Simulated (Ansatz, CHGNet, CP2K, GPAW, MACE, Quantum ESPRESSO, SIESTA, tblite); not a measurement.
# tblite on random packing of 70AlN-30Al2O3 (mol %) (78 atoms): settings against a plane-wave reference

How near does tblite come to plane waves for random packing of 70AlN-30Al2O3 (mol %) (78 atoms)?

Calculated with tblite 0.8.0; the method is named at each step.

### 1. Set-up

The cell holds 78 atoms: 35 Al, 19 N and 24 O. Cell: a = 9.322 Å, b = 9.322 Å, c = 9.322 Å, α = 90.0°, β = 90.0°, γ = 90.0°. 78 atoms (35 Al, 19 N, 24 O) packed at random in a cube at 3.27 g/cm³ and pushed apart as soft spheres, cations and anions kept from their own kind; a start for melting by ab initio MD, not an equilibrated structure. Then every atom was moved at random, 0.05 Å r.m.s. a Cartesian component.

The yardstick, on the same geometry:

| Quantity | Value |
| --- | --- |
| method | Kohn-Sham DFT, PBE, SSSP efficiency 1.3.0 pseudopotentials, plane waves (Quantum ESPRESSO 7.5); sssp-pbe-1.3.0-efficiency, cutoffs 60/480 Ry, Γ point |
| r.m.s. force component | 2.024 eV/Å |
| longest force | 5.888 eV/Å |
| pressure | 10.62 GPa |
| time | 12 min on 2 MPI ranks of Intel Xeon at 2.30GHz, shared host |
| CPU time | 25 min |

### 2. GFN1-xTB

Method: GFN1-xTB tight binding, diagonalisation.

Input file run.py:

```python
import numpy as np
from ase.io import read
from tblite.ase import TBLite

atoms = read("structure.xyz")
atoms.calc = TBLite(method="GFN1-xTB", electronic_temperature=580, accuracy=1.0, max_iterations=250, mixer_damping=0.4, verbosity=1)
energy = atoms.get_potential_energy()
forces = atoms.get_forces()
print(f"energy {energy:.6f} eV")
print("forces (eV/A)")
for i, (a, f) in enumerate(zip(atoms, forces)):
    print(f"{i:4d} {a.symbol:2s} {f[0]:10.5f} {f[1]:10.5f} {f[2]:10.5f}")
stress = -atoms.get_stress(voigt=False) * 160.21766
print("stress (GPa, compression positive)")
for row in stress:
    print(" ".join(f"{x:10.4f}" for x in row))
print("charges (e)")
print(np.array2string(atoms.get_charges(), precision=4, suppress_small=True, max_line_width=110, threshold=100000))
```

Input file structure.xyz:

```xyz
78
Lattice="9.32240 0.00000 0.00000 0.00000 9.32240 0.00000 0.00000 0.00000 9.32240" Properties=species:S:1:pos:R:3 pbc="T T T"
Al 7.01613 1.52486 3.12925
Al 9.29676 0.84004 5.48176
Al 1.92125 5.73896 6.96038
Al 9.04944 7.60838 3.50261
Al 8.32528 2.80958 7.07915
Al 3.77818 1.81768 1.02099
Al 8.92918 5.24646 4.18175
Al 5.00026 4.46040 0.91341
Al 7.38148 3.09830 0.02685
Al 1.09986 8.54379 0.77749
Al 1.99453 6.17423 0.32237
Al 0.71587 3.09289 5.35507
Al 6.25347 8.12680 2.69222
Al 4.21717 4.14893 5.00939
Al 7.43722 8.46959 5.36933
Al 2.12448 2.73072 7.23950
Al 6.98742 5.70139 0.45176
Al 0.71755 1.72595 0.49893
Al 8.97794 5.62439 8.05679
Al 4.76794 2.96807 8.18647
Al 2.77164 3.87858 0.11233
Al 2.63964 7.54928 2.30506
Al 4.84345 0.20379 4.32746
Al 1.57427 9.01653 3.90180
Al 6.12333 1.35296 0.87612
Al 0.64362 2.98224 2.97524
Al 2.16951 9.24474 8.18320
Al 4.54542 5.92513 8.21825
Al 9.00684 0.36451 8.03693
Al 8.10163 7.77087 1.24426
Al 7.56755 7.53446 8.22217
Al 4.77689 0.71037 7.14851
Al 4.57115 7.75847 5.98237
Al 6.12286 5.97939 4.54029
Al 6.05825 4.59221 6.67819
N 6.19716 0.70543 5.52473
N 0.60316 3.84633 7.02378
N 7.27716 4.57860 8.12988
N 5.82277 7.81236 4.58979
N 0.75903 1.39733 7.00821
N 0.08297 7.50658 8.51909
N 2.30739 1.83167 8.92182
N 7.73927 4.34629 5.76348
N 3.42729 4.18995 7.33915
N 6.21431 7.93420 6.96271
N 1.12158 5.60957 2.97925
N 3.50737 7.24873 9.10798
N 4.62251 2.52926 5.83144
N 5.90061 6.92151 8.98176
N 0.45102 8.46138 6.32534
N 4.21596 5.73262 5.91814
N 6.96122 3.74220 2.24838
N 4.10558 6.88245 3.18537
N 0.30083 9.03499 2.49150
O 5.34080 8.89087 1.35855
O 6.00325 3.98700 4.19051
[... 18 atom lines left out ...]
O 4.41649 0.83613 8.93431
O 3.33639 5.51578 1.37095
O 3.67442 3.20430 3.07770
O 6.60250 2.56841 6.96113
```

The run is started by

```
> OMP_NUM_THREADS=1 python run.py > output.txt
```

Log:

```text
------------------------------------------------------------
  cycle        total energy    energy error   density error
------------------------------------------------------------
      1     -184.5482285976  -1.8469748E+02   9.9171362E-01
      2     -123.1103471131   6.1437881E+01   1.0760217E+00
      3     -88.09267180228   3.5017675E+01   1.2305397E+00
      4     -199.6450422222  -1.1155237E+02   6.0331693E-01
      5     -206.4026317296  -6.7575895E+00   4.7312877E-01
      6     -210.7521926605  -4.3495609E+00   3.6504513E-01
      7     -212.0840350389  -1.3318424E+00   3.3586886E-01
      8     -211.2545651939   8.2946985E-01   3.5348944E-01
      9     -212.1029242311  -8.4835904E-01   3.0961444E-01
     10     -215.6987624039  -3.5958382E+00   1.9328105E-01
     11     -217.1185108228  -1.4197484E+00   1.3439637E-01
     12     -217.3143095007  -1.9579868E-01   1.0133063E-01
     13     -217.4045764937  -9.0266993E-02   8.5448484E-02
     14     -217.6219918007  -2.1741531E-01   6.7368445E-02
     15     -217.7698027561  -1.4781096E-01   3.1538568E-02
     16     -217.7797653223  -9.9625662E-03   2.6863418E-02
     17     -217.7897561145  -9.9907922E-03   1.9908019E-02
     18     -217.7991368919  -9.3807774E-03   1.4159199E-02
     19     -217.8067289640  -7.5920721E-03   9.8446970E-03
     20     -217.8087144999  -1.9855359E-03   6.8824845E-03
     21     -217.8095339291  -8.1942927E-04   5.7482891E-03
     22     -217.8103600780  -8.2614888E-04   4.0701512E-03
     23     -217.8105709012  -2.1082315E-04   3.6763058E-03
     24     -217.8109575333  -3.8663210E-04   1.9311208E-03
     25     -217.8110484024  -9.0869139E-05   1.3196499E-03
     26     -217.8111134356  -6.5033176E-05   7.2180226E-04
     27     -217.8111286449  -1.5209330E-05   4.0328920E-04
     28     -217.8111368365  -8.1915894E-06   1.5718745E-04
     29     -217.8111369368  -1.0033224E-07   1.4853547E-04
     30     -217.8111375085  -5.7164337E-07   7.9385714E-05
     31     -217.8111375934  -8.4894396E-08   6.4941820E-05
     32     -217.8111377437  -1.5034465E-07   3.5850613E-05
     33     -217.8111377684  -2.4646880E-08   2.4584667E-05
     34     -217.8111377879  -1.9534468E-08   1.2288078E-05
------------------------------------------------------------
 total:                                  14.757 sec
energy -5926.942951 eV
forces (eV/A)
   0 Al    0.14957    3.50144    0.18620
   1 Al   -0.01992   -1.66265   -2.16166
   2 Al    0.49810    2.01174   -2.49544
   3 Al   -0.99788   -2.27967    1.81527
   4 Al   -0.46637   -0.13115    0.13015
   5 Al   -1.41490   -0.82536    3.29674
   6 Al   -0.70164   -0.78117    0.26324
   7 Al    0.01176    0.05511    3.84864
   8 Al    1.24135    1.13505    1.01264
   9 Al   -0.15957    0.00305    0.92133
  10 Al   -1.64152   -0.02818    0.08706
  11 Al    1.02733    1.45286   -2.54778
  12 Al   -1.87488   -1.24249   -1.11994
  13 Al   -1.37375   -2.59921   -4.05310
  14 Al    0.79977   -0.22677    1.51111
  15 Al    1.79360   -1.32555   -0.01997
  16 Al    1.87516   -1.74829    2.97398
  17 Al   -1.22451    1.62679    2.32465
  18 Al    0.59226   -1.40332   -1.62450
  19 Al    1.21304   -0.77244   -1.36642
  20 Al   -2.72503    0.05398    1.14341
  21 Al    1.70914   -1.24424    0.67608
  22 Al   -1.92627    1.99776   -0.53544
  23 Al    2.59080    2.33272    2.00841
[...]
70 O     0.08601   -2.13983   -1.00250
  71 O    -1.06869   -3.96710    0.47362
  72 O    -1.25069   -1.93005   -1.10075
  73 O    -1.32550   -1.36400    1.50123
  74 O     2.50527    0.61577   -2.45628
  75 O     1.72172    0.21659   -0.65054
  76 O     2.38386    0.42579   -0.65720
  77 O    -1.56729    1.82746    0.34461
stress (GPa, compression positive)
   31.9481     0.3938     1.5021
    0.3938    35.0426    -2.3951
    1.5021    -2.3951    34.6309
charges (e)
[ 0.3606  0.3735  0.275   0.2408  0.4404  0.438   0.3655  0.251   0.3115  0.2897  0.3476  0.4059  0.3232
  0.4205  0.2946  0.3663  0.3724  0.3829  0.4079  0.2047  0.342   0.3258  0.4587  0.4537  0.297   0.5254
  0.4245  0.2203  0.4291  0.3334  0.353   0.4781  0.4339  0.3249  0.2819 -0.1327 -0.2529 -0.2739 -0.1937
 -0.2107 -0.2594 -0.2122 -0.103  -0.2792 -0.236   0.0279 -0.1421 -0.0423 -0.2117 -0.1201 -0.1968 -0.0495
 -0.1017 -0.2262 -0.4219 -0.358  -0.3963 -0.3233 -0.3376 -0.3372 -0.4389 -0.4625 -0.3905 -0.3805 -0.3996
 -0.357  -0.372  -0.4059 -0.4603 -0.4196 -0.2905 -0.4325 -0.4609 -0.4522 -0.3817 -0.3678 -0.2859 -0.405 ]
```

It took 15 s on 1 thread of Intel Xeon at 2.30GHz, shared host; peak memory 0.12 GiB.

Banners, paths, timers and routine set-up lines are dropped from the logs unmarked, and long logs keep their key lines alone; longer cuts are marked.

Against the reference:

```
r.m.s. force component                  : 1.605 eV/Å
r.m.s. difference of force components   : 959.4 meV/Å
longest difference of force vectors     : 3021 meV/Å
force difference over r.m.s. force      : 47.4 %
slope of forces against the reference's : 0.7021
correlation of force components         : 0.8854
pressure                                : 33.87 GPa
pressure difference                     : 23.25 GPa
```

Length of the force difference by element (eV/Å):

```csv
element,atoms,mean,most
Al,35,1.5,3.0
N,19,1.9,2.9
O,24,1.3,2.7
```

A closer look about N46, whose charge lies farthest from its element's mean: 12 atoms, nearest first, numbered in the order of the input, with positions taken from that point.

| atom | x | y | z | distance (Å) | Mulliken charge (e) | Fx | Fy | Fz (eV/Å) |
| --- | --- | --- | --- | --- | --- | --- | --- | --- |
| N46 | 0.00 | 0.00 | 0.00 | 0.00 | 0.03 | -1.40 | 1.58 | 0.92 |
| Al7 | -1.51 | -0.36 | 1.20 | 1.97 | 0.37 | -0.70 | -0.78 | 0.26 |
| O57 | -2.10 | 0.11 | -0.66 | 2.21 | -0.40 | 0.70 | 1.30 | 2.55 |
| O58 | 0.80 | -1.80 | 1.14 | 2.28 | -0.32 | -1.14 | 2.76 | 3.68 |
| O59 | 0.76 | -1.81 | -1.23 | 2.32 | -0.34 | -2.23 | -2.22 | -2.02 |
| Al4 | -1.39 | 2.00 | 0.52 | 2.49 | 0.24 | -1.00 | -2.28 | 1.82 |
| Al22 | 1.52 | 1.94 | -0.67 | 2.55 | 0.33 | 1.71 | -1.24 | 0.68 |
| O73 | 0.87 | 1.33 | 2.14 | 2.67 | -0.46 | -1.25 | -1.93 | -1.10 |
| Al26 | -0.48 | -2.63 | 0.00 | 2.67 | 0.53 | 3.21 | -0.44 | -2.81 |
| O70 | -1.00 | -0.12 | -2.52 | 2.71 | -0.42 | 2.20 | 1.64 | -1.42 |
| O76 | 2.21 | -0.09 | -1.61 | 2.74 | -0.37 | 1.72 | 0.22 | -0.65 |
| Al11 | 0.87 | 0.56 | -2.66 | 2.85 | 0.35 | -1.64 | -0.03 | 0.09 |

Atoms are counted from 1 here, from 0 in the log.

Forces lie 47 % from the reference's, at 0.010 times its CPU time (on 1 against 2 cores).

### 3. Summary of results

```yaml
force_difference_from_the_reference: tblite GFN1-xTB, 47 %
its_cpu_time: 15 s
```

What this shows: Tight binding differs by 47 % (tblite GFN1-xTB); it is another model, with fitted parameters of its own, and the xTB methods hold dispersion. One electronic-structure run takes under half the reference's CPU time: tblite GFN1-xTB, at 47 % in 15 s against 25 min; its pressure misses by +23.3 GPa. Periodic xTB results under one method name differ between programs and library versions. The reference's pressure holds the uncorrected Pulay stress of its 60 Ry basis, so small pressure differences, and their order, may be the reference's own error. The reference's stress is far from hydrostatic: its diagonal is 7.8, 11.3, 12.7 GPa, compression counted positive. The reference's pressure of 11 GPa belongs to a cell and atoms that aren't relaxed at this level. The electronic-structure runs sample only Γ, in a cell whose shortest periodic width is 9 Å, which is coarse for a cell with partly filled levels.

[Also dropped from logs without a mark: logging warnings of Python, and SIESTA's first energy breakdown and zero terms.]

[Logs are printed without paths, hosts, clocks, repeated set-up lines and the standing remarks that a program may print on its own settings, such as how far it seeks lower states.]

[Hosts, paths, dates, database ids (printed as entryN), source tags and the programs' standing remarks are cut or masked in the printed files.]
